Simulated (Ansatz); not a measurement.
Planning a run of Ansatz 0.2.0 on Bi2S3 (Bismuthinite). The input:

```yaml
crystal:
  lattice:
    - [11.345, 0.0, 0.0]
    - [0.0, 3.994, 0.0]
    - [0.0, 0.0, 11.193]
  atoms:
    - { symbol: Bi, position: [0.4835, 0.25, 0.3257] }
    - { symbol: Bi, position: [0.0165, 0.75, 0.8257] }
    - { symbol: Bi, position: [0.9835, 0.25, 0.1743] }
    - { symbol: Bi, position: [0.5165, 0.75, 0.6743] }
    - { symbol: Bi, position: [0.3407, 0.75, 0.0339] }
    - { symbol: Bi, position: [0.1593, 0.25, 0.5339] }
    - { symbol: Bi, position: [0.8407, 0.75, 0.4661] }
    - { symbol: Bi, position: [0.6593, 0.25, 0.9661] }
    - { symbol: S, position: [0.2835, 0.25, 0.1943] }
    - { symbol: S, position: [0.2165, 0.75, 0.6943] }
    - { symbol: S, position: [0.7835, 0.25, 0.3057] }
    - { symbol: S, position: [0.7165, 0.75, 0.8057] }
    - { symbol: S, position: [0.5495, 0.75, 0.1286] }
    - { symbol: S, position: [0.9505, 0.25, 0.6286] }
    - { symbol: S, position: [0.0495, 0.75, 0.3714] }
    - { symbol: S, position: [0.4505, 0.25, 0.8714] }
    - { symbol: S, position: [0.3767, 0.75, 0.4414] }
    - { symbol: S, position: [0.1233, 0.25, 0.9414] }
    - { symbol: S, position: [0.8767, 0.75, 0.0586] }
    - { symbol: S, position: [0.6233, 0.25, 0.5586] }
kpoints:
  mp_grid: { grid: [2, 4, 2] }
hamiltonian:
  xc: pbe
  pseudopotentials: { kind: paw, source: ansatz }
scf:
  occupations: { method: fixed }
gw:
  n_empty_bands: 703
  ecut_chi: 72
  qp_bands: [v2, c2]
  qp_kpoints: band_edges
  screening: { model: contour_deformation }
```

The database entry behind the starting cell differs from later determinations by our own check (about 0.4 % long), so it need not match the best structure at ambient conditions.

```sh
ansatz run input.yaml --threads 32 --pin off --max-ram 129024MiB --backend cuda --events-out ev --progress --plain --runs-dir out --devices 1 --max-vram 157GiB  # rebuilt from the run's record
```

**Question.** How long will it take on 1 × NVIDIA GB200 with 32 threads of Arm Neoverse V2, shared host, and how much memory?

It took 39 s; on shared hardware allow 20 s to 79 s. Peak host memory was 5.4 GiB. The sizes that set the cost: 13299 plane waves a state, 12 irreducible k points, 831 bands summed, 717 plane waves in the screening and 10 SCF cycles.

The screening grows as filled bands × empty bands × pairs of k points, times the square of the screening basis for the matrix.

[Paths, hosts, dates, memory and timing lines, banners, echoed tables and standing remarks are left out of the program output.]

[Logs are printed without paths, hosts, clocks, repeated set-up lines and the standing remarks that a program may print on its own settings, such as how far it seeks lower states.]

[Runs of the session that timed out or met a known fault of the program may be left out.]

[Cells called generated may have been cut or substituted from an entry of the Crystallography Open Database or the Materials Project.]

[Hosts, paths, dates, database ids (printed as entryN), source tags and the programs' standing remarks are cut or masked in the printed files.]
